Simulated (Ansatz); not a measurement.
# AlNi (Pm-3m): modes against biaxial strain in the (001) plane

Wanted: the shifts of the zone-centre modes of AlNi (Pm-3m) with strain.

Program: Ansatz 0.2.0. Level of theory: DFT PBEsol, scalar-relativistic, plane waves, PAW; PAW set soft_1. Results are calculated unless marked as measured.

The database entry behind the starting cell differs from later determinations by our own check (about 0.2 % short), so it need not match the best structure at ambient conditions.

## Step 1: The structure

The structure is cubic, space group Pm-3m (No. 221). Conventional cell: a = 2.881 Å, b = 2.881 Å, c = 2.881 Å, α = 90.00°, β = 90.00°, γ = 90.00°. Al has 8 Ni at 2.50 Å nearest. Nearest to Ni lie 8 Al at 2.50 Å. Farther neighbours are not listed.

Structure file:

```cif
data_structure
_symmetry_space_group_name_H-M 'P 1'
_symmetry_Int_Tables_number 1
_cell_length_a 2.8810
_cell_length_b 2.8810
_cell_length_c 2.8810
_cell_angle_alpha 90.000
_cell_angle_beta 90.000
_cell_angle_gamma 90.000
_cell_volume 23.91
loop_
_atom_site_label
_atom_site_type_symbol
_atom_site_fract_x
_atom_site_fract_y
_atom_site_fract_z
_atom_site_occupancy
Al1 Al 0.00000 0.00000 0.00000 1
Ni2 Ni 0.50000 0.50000 0.50000 1
```

## Step 2: Relaxation

Harmonic phonons are second derivatives at a point where the forces vanish, and they are wanted at zero stress, so atoms and cell are relaxed first.

input.yaml

```yaml
crystal:
  lattice:
    - [2.881, 0.0, 0.0]
    - [0.0, 2.881, 0.0]
    - [0.0, 0.0, 2.881]
  atoms:
    - { symbol: Al, position: [0.0, 0.0, 0.0] }
    - { symbol: Ni, position: [0.5, 0.5, 0.5] }
kpoints:
  mp_grid: { grid: [14, 14, 14] }
hamiltonian:
  xc: pbesol
  pseudopotentials: { kind: paw, azcp: { folder: soft_1 }, xc_functional: pbe }
scf:
  occupations: { method: gaussian, width: 0.1 }
output:
  forces: true
  stress: true
  eigenvalues: true
relax:
  adjacent_minimum: "off"
  f_tol: 0.005
  max_steps: 80
  cell: { stress_tol: 0.05 }
```

Started as:

```bash
$ ansatz run input.yaml --threads 4 --pin off --max-ram 10240MiB --backend cpu --events-out ev --progress --plain --runs-dir out
```

Numbers of over 12 decimals in the logs are rounded to 6 here.

The program printed:

```text
Engine: ansatz 0.2.0, x86_64-unknown-linux-gnu
Pseudopotentials: kind: paw
Pseudopotential: Al, paw, valence charge 3, recommended cutoff 420 eV (normal), soft_1/Al.paw.azcp
Pseudopotential: Ni, paw, valence charge 18, recommended cutoff 420 eV (normal), soft_1/Ni.paw.azcp
Functional definition: PBEsol
  exchange = pbesol_x
  correlation = pbesol_c
Crystal: 2 atoms, lattice volume = 23.913 Å³
Basis set: ecut = 420 eV, 461 PW (Γ), exchange–correlation on 40×40×40 points (8 copies of the dense FFT grid, shifted against one another)
Bands: 15, of which v1, the nominal top of the filled ones, is band 11 counted from 1 (10 counted from 0)
Symmetry: 48 space group operations
Space group: Pm-3m (ITA 221), of the structure as read, at distance tolerance 2.9e-5 Å
k-points: 120 of 2744
Non-local potential: Al, projectors of the file, l = 0: 2, l = 1: 2, l = 2: 1
Non-local potential: Ni, projectors of the file, l = 0: 3, l = 1: 2, l = 2: 3, l = 3: 1
PAW form: soft (Blöchl's): semilocal exchange-correlation on the pseudo side does not see the compensation charge
PAW frozen core: Al, regenerated for the run's functional, and the local potential with it (the file was generated under x = pbe(κ = 0.804, μ = 0.219515), c = pbe(β = 0.066725))
PAW frozen core: Ni, regenerated for the run's functional, and the local potential with it (the file was generated under x = pbe(κ = 0.804, μ = 0.219515), c = pbe(β = 0.066725))
PAW one-centre angular grid: Al, 110 points (default); XC on 64 Gauss nodes
PAW one-centre angular grid: Ni, 590 points (default); XC on 64 Gauss nodes
Initial density: superposition of atomic densities (chi_scale 0.1, normalization cell, long waves kept (reshape's long-wave potential 0.00 eV rms))
Initial wavefunctions: pseudopotential atomic-orbital guess
Functional: x = pbesol(κ = 0.804, μ = 0.123457), c = pbesol(β = 0.046)
SCF iter   1: F=—  HF=-6331.244153 eV  |F-HF|=—  |Δ(HF+E_count)|=         —  Δρ=8.10e-2  dr2=1.57e0  ethr=3.10e-3  ⟨swp⟩=4.1  Hψ=8024  notcnv=0
preconditioner: auto → none  [metal: Δε(μ)=0.060 eV  Ē_g=10.131 eV  σ=0.100 eV  W_gap=0.33  n_scr=6 (ndim 8)  ℏωp=27.4 eV  f_vac=0.000  D(μ)=0.85/eV (n_scr^D=6)  sad-step TF]
SCF iter   2: F=—  HF=-6331.084661 eV  |F-HF|=—  |Δ(HF+E_count)|=   1.59e-1  Δρ=5.90e-2  dr2=9.06e-1  ethr=3.10e-3  ⟨swp⟩=2.0  Hψ=3230  notcnv=0  defer=52
SCF iter   3: F=—  HF=-6330.890423 eV  |F-HF|=—  |Δ(HF+E_count)|=   1.94e-1  Δρ=2.39e-2  dr2=1.21e-1  ethr=3.10e-3  ⟨swp⟩=2.0  Hψ=2295  notcnv=0  defer=52
SCF iter   4: F=—  HF=-6330.870070 eV  |F-HF|=—  |Δ(HF+E_count)|=   2.04e-2  Δρ=5.24e-3  dr2=3.88e-3  ethr=5.75e-4  ⟨swp⟩=2.1  Hψ=3202  notcnv=0  defer=49
SCF iter   5: F=—  HF=-6330.869885 eV  |F-HF|=—  |Δ(HF+E_count)|=   1.85e-4  Δρ=4.62e-4  dr2=2.27e-5  ethr=1.85e-5  ⟨swp⟩=2.3  Hψ=2429  notcnv=0  defer=49
SCF iter   6: F=—  HF=-6330.869877 eV  |F-HF|=—  |Δ(HF+E_count)|=   8.21e-6  Δρ=9.65e-5  dr2=1.21e-6  ethr=1.08e-7  ⟨swp⟩=2.0  Hψ=3015  notcnv=0  defer=49
SCF iter   7: F=-6330.869877 eV  HF=-6330.869877 eV  |F-HF|=2.37e-8  |Δ(HF+E_count)|=   1.35e-7  Δρ=1.06e-5  dr2=1.76e-8  ethr=4.76e-10  ⟨swp⟩=6.6  Hψ=8453  notcnv=0
SCF 1 converged in 7 iterations: F = -6330.869877 eV  dr2 = 1.76e-8
  greatest PAW one-centre occupation: 1.001 electrons in one spin orbital (limit 2), on the Ni atom at site 1 (counted from 0), in its partial waves of l = 1
relax step   1: F+E_penalty+E_count = -6330.86987662 eV  Δ(F+E_penalty+E_count) = +0.000e0 eV  max|allowed force component| = 8.428e-29 eV/Å  Δτ_max = 0.0000 Å  P = -3.283 GPa  Ω = 23.913 Å³  (7 SCF iters, dr2 threshold 1.00e-7 eV, accepted)
Crystal: 2 atoms, lattice volume = 23.625 Å³
Initial density: handed on by an earlier stage of this run
Initial wavefunctions: those handed on with the density
iter 1 solved again at ethr=3.70e-6 eV; its pass at ethr=3.10e-3 eV (dr2=7.78e-4 eV) is discarded
SCF iter   1: F=—  HF=-6330.874201 eV  |F-HF|=—  |Δ(HF+E_count)|=         —  Δρ=2.24e-3  dr2=7.60e-4  ethr=3.70e-6  ⟨swp⟩=2.1  Hψ=10152  notcnv=0
preconditioner: auto → none  [metal: Δε(μ)=0.008 eV  Ē_g=9.741 eV  σ=0.100 eV  W_gap=0.05  n_scr=6 (ndim 8)  ℏωp=27.5 eV  f_vac=0.000  D(μ)=1.03/eV (n_scr^D=6)]
SCF iter   2: F=—  HF=-6330.874089 eV  |F-HF|=—  |Δ(HF+E_count)|=   1.12e-4  Δρ=3.51e-4  dr2=2.45e-5  ethr=3.62e-6  ⟨swp⟩=1.2  Hψ=1874  notcnv=0
SCF iter   3: F=—  HF=-6330.874100 eV  |F-HF|=—  |Δ(HF+E_count)|=   1.06e-5  Δρ=6.97e-5  dr2=8.14e-7  ethr=1.16e-7  ⟨swp⟩=1.8  Hψ=2286  notcnv=0
iter 4 did not close the SCF: its close was put off for the readings that it lacked (scf_convergence_deferred on its scf_iter line)
SCF iter   4: F=-6330.874100 eV  HF=-6330.874100 eV  |F-HF|=1.72e-9  |Δ(HF+E_count)|=   3.31e-7  Δρ=2.02e-5  dr2=4.35e-8  ethr=3.87e-9  ⟨swp⟩=2.0  Hψ=2583  notcnv=0
iter 5 did not close the SCF: its close was put off for the readings that it lacked (scf_convergence_deferred on its scf_iter line)
SCF iter   5: F=-6330.874100 eV  HF=-6330.874100 eV  |F-HF|=8.73e-11  |Δ(HF+E_count)|=   8.61e-9  Δρ=1.88e-6  dr2=3.58e-10  ethr=2.07e-10  ⟨swp⟩=1.2  Hψ=1830  notcnv=0
SCF iter   6: F=-6330.874100 eV  HF=-6330.874100 eV  |F-HF|=0.00e0  |Δ(HF+E_count)|=  3.09e-11  Δρ=5.22e-8  dr2=2.84e-13  ethr=1.70e-12  ⟨swp⟩=1.2  Hψ=5251  notcnv=0
SCF 2 converged in 6 iterations: F = -6330.874100 eV  dr2 = 2.84e-13
relax step   2: F+E_penalty+E_count = -6330.87409967 eV  Δ(F+E_penalty+E_count) = -4.223e-3 eV  max|allowed force component| = 2.654e-30 eV/Å  Δτ_max = 0.0000 Å  P = -1.310 GPa  Ω = 23.625 Å³  energy of the carried Pulay correction = +7.983e-5 eV  (6 SCF iters, dr2 threshold 2.00e-7 eV, accepted)
Crystal: 2 atoms, lattice volume = 23.438 Å³
iter 1 solved again at ethr=1.61e-6 eV; its pass at ethr=3.10e-3 eV (dr2=3.38e-4 eV) is discarded
SCF iter   1: F=—  HF=-6330.874942 eV  |F-HF|=—  |Δ(HF+E_count)|=         —  Δρ=1.49e-3  dr2=3.36e-4  ethr=1.61e-6  ⟨swp⟩=2.1  Hψ=10051  notcnv=0
preconditioner: auto → none  [metal: Δε(μ)=0.009 eV  Ē_g=9.808 eV  σ=0.100 eV  W_gap=0.05  n_scr=6 (ndim 8)  ℏωp=27.7 eV  f_vac=0.000  D(μ)=1.02/eV (n_scr^D=6)]
SCF iter   2: F=—  HF=-6330.874896 eV  |F-HF|=—  |Δ(HF+E_count)|=   4.58e-5  Δρ=2.35e-4  dr2=1.09e-5  ethr=1.60e-6  ⟨swp⟩=1.2  Hψ=1875  notcnv=0
SCF iter   3: F=—  HF=-6330.874897 eV  |F-HF|=—  |Δ(HF+E_count)|=   8.31e-7  Δρ=4.51e-5  dr2=3.14e-7  ethr=5.21e-8  ⟨swp⟩=1.9  Hψ=2350  notcnv=0
iter 4 did not close the SCF: its close was put off for the readings that it lacked (scf_convergence_deferred on its scf_iter line)
SCF iter   4: F=-6330.874897 eV  HF=-6330.874897 eV  |F-HF|=2.30e-9  |Δ(HF+E_count)|=   1.34e-7  Δρ=1.24e-5  dr2=1.59e-8  ethr=1.50e-9  ⟨swp⟩=2.0  Hψ=2661  notcnv=0
iter 5 did not close the SCF: its close was put off for the readings that it lacked (scf_convergence_deferred on its scf_iter line)
SCF iter   5: F=-6330.874897 eV  HF=-6330.874897 eV  |F-HF|=2.42e-10  |Δ(HF+E_count)|=   4.10e-9  Δρ=1.95e-6  dr2=3.92e-10  ethr=7.58e-11  ⟨swp⟩=1.1  Hψ=1827  notcnv=0
SCF iter   6: F=-6330.874897 eV  HF=-6330.874897 eV  |F-HF|=0.00e0  |Δ(HF+E_count)|=  1.82e-11  Δρ=4.15e-8  dr2=1.98e-13  ethr=1.87e-12  ⟨swp⟩=1.1  Hψ=5261  notcnv=0
SCF 3 converged in 6 iterations: F = -6330.874897 eV  dr2 = 1.98e-13
relax step   3: F+E_penalty+E_count = -6330.87489653 eV  Δ(F+E_penalty+E_count) = -7.969e-4 eV  max|allowed force component| = 2.120e-30 eV/Å  Δτ_max = 0.0000 Å  P = +0.045 GPa  Ω = 23.438 Å³  energy of the carried Pulay correction = +1.323e-4 eV  (6 SCF iters, dr2 threshold 2.00e-7 eV, accepted)
Initial wavefunctions: pseudopotential atomic-orbital guess (no wavefunctions were taken with the density)
iter 1 solved again at ethr=7.62e-9 eV; its pass at ethr=3.10e-3 eV (dr2=1.60e-6 eV) is discarded
SCF iter   1: F=—  HF=-6330.874766 eV  |F-HF|=—  |Δ(HF+E_count)|=         —  Δρ=2.19e-5  dr2=1.99e-8  ethr=7.62e-9  ⟨swp⟩=3.0  Hψ=13657  notcnv=0
preconditioner: auto → none  [metal: Δε(μ)=0.009 eV  Ē_g=9.813 eV  σ=0.100 eV  W_gap=0.05  n_scr=6 (ndim 8)  ℏωp=27.7 eV  f_vac=0.000  D(μ)=1.02/eV (n_scr^D=6)]
SCF iter   2: F=—  HF=-6330.874767 eV  |F-HF|=—  |Δ(HF+E_count)|=   1.33e-6  Δρ=1.57e-5  dr2=2.32e-8  ethr=9.47e-11  ⟨swp⟩=2.0  Hψ=3062  notcnv=0
SCF iter   3: F=—  HF=-6330.874767 eV  |F-HF|=—  |Δ(HF+E_count)|=   5.87e-9  Δρ=5.87e-6  dr2=3.99e-9  ethr=9.47e-11  ⟨swp⟩=1.6  Hψ=2420  notcnv=0
SCF iter   4: F=—  HF=-6330.874767 eV  |F-HF|=—  |Δ(HF+E_count)|=  8.18e-10  Δρ=6.14e-7  dr2=3.99e-11  ethr=1.90e-11  ⟨swp⟩=2.3  Hψ=2550  notcnv=0
iter 5 did not close the SCF: its close was put off for the readings that it lacked (scf_convergence_deferred on its scf_iter line)
SCF iter   5: F=-6330.874767 eV  HF=-6330.874767 eV  |F-HF|=0.00e0  |Δ(HF+E_count)|=  1.82e-12  Δρ=6.36e-8  dr2=4.32e-13  ethr=1.00e-12  ⟨swp⟩=1.0  Hψ=1800  notcnv=0
SCF iter   6: F=-6330.874767 eV  HF=-6330.874767 eV  |F-HF|=1.82e-12  |Δ(HF+E_count)|=  9.09e-13  Δρ=1.25e-8  dr2=1.67e-14  ethr=1.00e-12  ⟨swp⟩=3.0  Hψ=6532  notcnv=0
SCF 4 converged in 6 iterations: F = -6330.874767 eV  dr2 = 1.67e-14
relax step   4: F+E_penalty+E_count = -6330.87476693 eV  Δ(F+E_penalty+E_count) = +1.296e-4 eV  max|allowed force component| = 5.276e-30 eV/Å  Δτ_max = 0.0000 Å  P = +0.042 GPa  Ω = 23.438 Å³  stress off target by 4.18e-2 GPa  SCF on the basis re-selected at this cell (its energy is not comparable with the rows above)  (6 SCF iters)
basis re-selected at this cell: Δ(F+E_penalty+E_count) = +1.296e-4 eV, ΔP = -0.003 GPa vs the last step (what re-selecting the basis moved, of the pressure what is left beyond the Pulay correction that the steps carried, after the strain that the cell walked since its last selection, with what the two solves' SCF thresholds leave and, on support functions, any second-order correction that the steps lacked; it is no m [...]
SCF converged after 6 iterations
Free energy (F): -6330.874767 eV
Harris-Foulkes:  -6330.874767 eV  (|F-HF|=1.82e-12)
Internal energy: -6330.869674 eV  (E = F + TS)
E sigma→0 (E₀):  -6330.872220 eV
Entropy (-TS):   -0.005093 eV (-2.547 meV/atom)
Fermi energy:    14.057237 eV
--- Per-component energies (eV) ---
  E_band       = -333.829776
  E_kinetic    = 369.140225
  E_local      = -3718.717752  (includes V_loc(G=0)·N_el)
  E_nonlocal   = -105.507255
  E_hartree    = 1951.442577
  E_xc         = -151.755537
  E_vxc        = -177.579109  (∫ρ·V_xc dr)
  E_paw        = -2080.783194  (= ΣΔE_a)
  E_vpaw       = -604.051800  (= ΣTr[D̂ρ^β])
  E_aug_tail   = 0.000752  (compensation charges beyond the density's cutoff)
  E_ewald      = -2594.905919
  E_core_change = 0.216428  (= ΣΔE_core)
  E_smearing   = -0.005093  (= −TS)
  E_closure    = -0.000000  (closes the sum)
  Σ components = -6330.874767   (vs F -6330.874767, Δ=0.00e0)
--- Forces (eV/Å), atoms counted from 1 ---
  atom   1  Al     0.00000000     0.00000000     0.00000000
  atom   2  Ni    -0.00000000    -0.00000000    -0.00000000
  max |Σ_I F_I| component: 1.05e-29 eV/Å
--- Stress (GPa, compression-positive) ---
        0.041756      -0.000000       0.000000
       -0.000000       0.041756       0.000000
        0.000000       0.000000       0.041756
  P = ⅓ Tr σ = 0.0418 GPa (0.418 kbar)
--- Band table (eV; the first three rows and the last of 120) ---
  k-point 0: bands = [... 7 lower, 12.5098, 12.5098, 12.5098, 19.6367, 19.6367, 19.6367, 22.2636, 22.2636]
  k-point 1: bands = [... 7 lower, 12.4673, 12.4673, 12.5143, 18.6532, 19.7627, 19.7627, 22.2671, 23.1538]
  k-point 2: bands = [... 7 lower, 12.3526, 12.3526, 12.5271, 17.0463, 20.1283, 20.1283, 22.2774, 24.4375]
  k-point 119: bands = [... 7 lower, 13.0873, 13.0873, 16.0087, 16.0087, 16.0087, 17.9769, 18.6545, 18.6545]
--- Relaxed structure (3 steps of the walk, 3 accepted, 1 SCFs on fresh bases) ---
  F+E_penalty+E_count = -6330.87476693 eV   max|allowed force component| = 5.276e-30 eV/Å   (the final SCF, on the basis selected at the relaxed cell)
  cell:  # Å, volume = 23.4379 Å³
    - [2.861802, 0, 0]
    - [0, 2.861802, 0]
    - [0, 0, 2.861802]
  atoms:
    - { symbol: Al, position: [0, 0, 0] }
    - { symbol: Ni, position: [0.5, 0.5, 0.5] }
```

It took 6.7 s on 4 threads of Intel Xeon at 2.50GHz (Skylake/Cascade Lake), shared host; peak memory 0.38 GiB; 21 s of CPU time.

This run has no spin polarisation, although Ni can carry a moment.

Relaxation path:

```tsv
step	energy less that of the first step (eV)	largest force component (eV/Å)	pressure (GPa)	volume (Å³)
1	0.0000	0.0000	-3.28	23.91
2	-0.0042	0.0000	-1.31	23.63
3	-0.0050	0.0000	0.04	23.44
4*	-0.0049	0.0000	0.04	23.44
```

Relaxation steps marked * repeat the geometry before them on a plane-wave basis chosen anew for their cell, so energy and pressure can jump there.

The run keeps the 48 symmetry operations that it works with, so distortions that break them were not tested.

```tsv
conventional cell, symmetrised	before	after	change
a (Å)	2.881	2.862	-0.7 %
b (Å)	2.881	2.862	-0.7 %
c (Å)	2.881	2.862	-0.7 %
volume (Å³/atom)	11.96	11.72	-2.0 %
```

The relaxed structure:

```xyz
2
Lattice="2.8618 0.0000 0.0000 0.0000 2.8618 0.0000 0.0000 0.0000 2.8618" Properties=species:S:1:pos:R:3 pbc="T T T"
Al    0.0000    0.0000    0.0000
Ni    1.4309    1.4309    1.4309
```

This step gave:

| Quantity | Value |
| --- | --- |
| pressure | 0.04176 GPa |
| volume per atom | 11.72 Å³ |
| gap on the k-mesh | 0 eV |

In this step the volume went from 11.96 to 11.72 Å³/atom.

## Step 3: Tight relaxation

Phonons need small forces and stress, so the relaxation is finished with tight tolerances on 16×16×16 k points.

input.yaml, the sections that differ from step 2:

```yaml
crystal:
  lattice:
    - [2.8618020258, 0.0, 0.0]
    - [0.0, 2.8618020258, 0.0]
    - [0.0, 0.0, 2.8618020258]
  atoms:
    - { symbol: Al, position: [0.0, 0.0, 0.0] }
    - { symbol: Ni, position: [0.5, 0.5, 0.5] }
kpoints:
  mp_grid: { grid: [16, 16, 16] }
scf:
  occupations: { method: methfessel_paxton, width: 0.2 }
relax:
  adjacent_minimum: "off"
  f_tol: 0.001
  max_steps: 60
  cell: { stress_tol: 0.01 }
# hamiltonian, output: as in step 2
```

The program printed:

```text
[...]
Crystal: 2 atoms, lattice volume = 23.438 Å³
Basis set: ecut = 420 eV, 461 PW (Γ), exchange–correlation on 40×40×40 points (8 copies of the dense FFT grid, shifted against one another)
Bands: 15, of which v1, the nominal top of the filled ones, is band 11 counted from 1 (10 counted from 0)
Symmetry: 48 space group operations
[...]
k-points: 165 of 4096
[...]
k-point 164: bands = [... 7 lower, 13.0928, 13.0928, 16.0103, 16.0103, 16.0103, 17.9775, 18.6572, 18.6572]
--- Relaxed structure (2 steps of the walk, 2 accepted, 1 SCFs on fresh bases) ---
[...]
cell:  # Å, volume = 23.4364 Å³
    - [2.861739, 0, 0.0]
    - [0, 2.861739, 0]
    - [0.0, 0, 2.861739]
  atoms:
    - { symbol: Al, position: [0, 0, 0] }
    - { symbol: Ni, position: [0.5, 0.5, 0.5] }
[key lines of the parts left out:]
SCF converged after 4 iterations
Free energy (F): -6330.874466 eV
Fermi energy:    14.083151 eV
P = ⅓ Tr σ = -0.0089 GPa (-0.089 kbar)
```

Run time: 6.8 s. Hardware: 4 threads; peak memory 0.4 GiB.

Little changed from the start: no atom moved by 0.005 Å and no cell edge by 0.1 %.

Numbers from this step:

- pressure: -0.008877 GPa

The forces vanish by symmetry and the pressure is -0.009 GPa, within the tolerances set. The cell now holds 11.72 Å³/atom.

## Step 4: Modes at rest

The force constants come from the linear response of the density to a displacement.

The modes at rest are the reference of the series.

input.yaml, the sections that differ from step 3:

```yaml
crystal:
  lattice:
    - [2.8617390777, 0.0, 0.0]
    - [0.0, 2.8617390777, 0.0]
    - [0.0, 0.0, 2.8617390777]
  atoms:
    - { symbol: Al, position: [0.0, 0.0, 0.0] }
    - { symbol: Ni, position: [0.5, 0.5, 0.5] }
output:
  eigenvalues: true
phonons:
  method: dfpt
# kpoints, hamiltonian, scf: as in step 3
# relax: removed
```

The program printed:

```text
[...]
Crystal: 2 atoms, lattice volume = 23.436 Å³
Basis set: ecut = 420 eV, 461 PW (Γ), exchange–correlation on 40×40×40 points (8 copies of the dense FFT grid, shifted against one another)
Bands: 15, of which v1, the nominal top of the filled ones, is band 11 counted from 1 (10 counted from 0)
Symmetry: 48 space group operations
k-points: 405 of 4096 (irreducible under 8 space group operations, time reversal used)
[...]
SCF iter   1: F=—  HF=-6331.232971 eV  |F-HF|=—  |Δ(HF+E_count)|=         —  Δρ=7.71e-2  dr2=1.42e0  ethr=3.10e-3  ⟨swp⟩=4.0  Hψ=26962  notcnv=0
[...]
SCF iter   9: F=-6330.874466 eV  HF=-6330.874466 eV  |F-HF|=0.00e0  |Δ(HF+E_count)|=  9.09e-12  S|Δr|=    0.00e0  Δρ=2.27e-8  dr2=8.05e-14  ethr=1.00e-12  ⟨swp⟩=6.0  Hψ=24767  notcnv=0
SCF 1 converged in 9 iterations: F = -6330.874466 eV  dr2 = 8.05e-14
[...]
DFPT response loops at Γ: preconditioner auto → Kerker (q_TF=auto, 2.679 Å⁻¹) (partly filled bands, converged f_vac=0.000); β = 1.00, the filter's whole step (`scf.mixing.beta` (0.50) is not read by the response loops under this deck's `scf.mixing.preconditioner`; to damp them name `kerker` or `kerker_dos`, under which they read `scf.mixing.beta`, and type it under 1.00, their step now; both keys bind the ground state too); Broyden in place of MSR1
SCF converged after 9 iterations
[...]
Free energy (F): -6330.874466 eV
[...]
Internal energy: -6330.875548 eV  (E = F + TS)
E sigma→0 (E₀):  -6330.874736 eV
Entropy (-TS):   0.001082 eV (0.541 meV/atom)
Fermi energy:    14.083151 eV
[...]
--- Band table (eV; the first three rows and the last of 405) ---
  k-point 0: bands = [... 7 lower, 12.5147, 12.5147, 12.5147, 19.6379, 19.6379, 19.6379, 22.2655, 22.2655]
  k-point 1: bands = [... 7 lower, 12.4819, 12.4819, 12.5182, 18.8417, 19.7346, 19.7346, 22.2682, 22.9914]
  k-point 2: bands = [... 7 lower, 12.3913, 12.3913, 12.5282, 17.4518, 20.0172, 20.0172, 22.2760, 24.1389]
  k-point 404: bands = [... 7 lower, 13.0928, 13.0928, 16.0103, 16.0103, 16.0103, 17.9775, 18.6572, 18.6572]
--- Phonons (Γ-DFPT): 2 representative perturbations + reference, on 405 of 4096 k-points (Σ response iterations 7) ---
  k mesh reduced under 8 symmetry operations, with k and −k counted as one. Each operation leaves every solved perturbation unchanged. A smaller set is not used because it would not reduce the number of displacements times k-points to solve
  ASR residual: 1.107e-5 → 0.000e0 eV/Å²; symmetrization residual: 1.407e-6 eV/Å²
  ASR residual per site (eV/Å²): 8.92e-6 1.11e-5
  Γ frequencies (cm⁻¹): 0.00 0.00 0.00 302.10 302.10 302.10
  non-analytic LO–TO correction: not included (Born effective charges unavailable; polar crystals: no LO–TO splitting at Γ)
```

Run time: 21 s. Hardware: 4 threads; peak memory 0.72 GiB; 71 s of CPU time.

Numbers from this step:

```
sum-rule residual before enforcement                    : 1.11e-5 eV/Å²
point group                                             : m-3m
highest optical mode at the zone centre (no LO-TO term) : 302.1 cm⁻¹
lowest optical zone-centre mode                         : 302.1 cm⁻¹
```

Patterns of degenerate modes are one choice out of their space. Modes at Γ, with each element's share of the kinetic energy:

```tsv
mode	frequency (cm⁻¹)	symmetry	Al %	Ni %
1	0.0	acoustic	31	69
2	0.0	acoustic	31	69
3	0.0	acoustic	31	69
4	302.1	T1u	69	31
5	302.1	T1u	69	31
6	302.1	T1u	69	31
```

Displacements in mode 6 (302.1 cm⁻¹), the largest set to 1:
```
Al1  0.00  0.00  1.00
Ni2  0.00  0.00 -0.46
```

Before it was imposed, the acoustic sum rule was missed by 1.1e-5 eV/Å². Small misses are needed for a sound result but don't prove that mesh and cutoff are converged. The lowest optical mode is real, 302 cm⁻¹.

[end of part 1 of 2]

[Logs are printed without paths, hosts, clocks, repeated set-up lines and the standing remarks that a program may print on its own settings, such as how far it seeks lower states.]

[Hosts, paths, dates, database ids (printed as entryN), source tags and the programs' standing remarks are cut or masked in the printed files.]
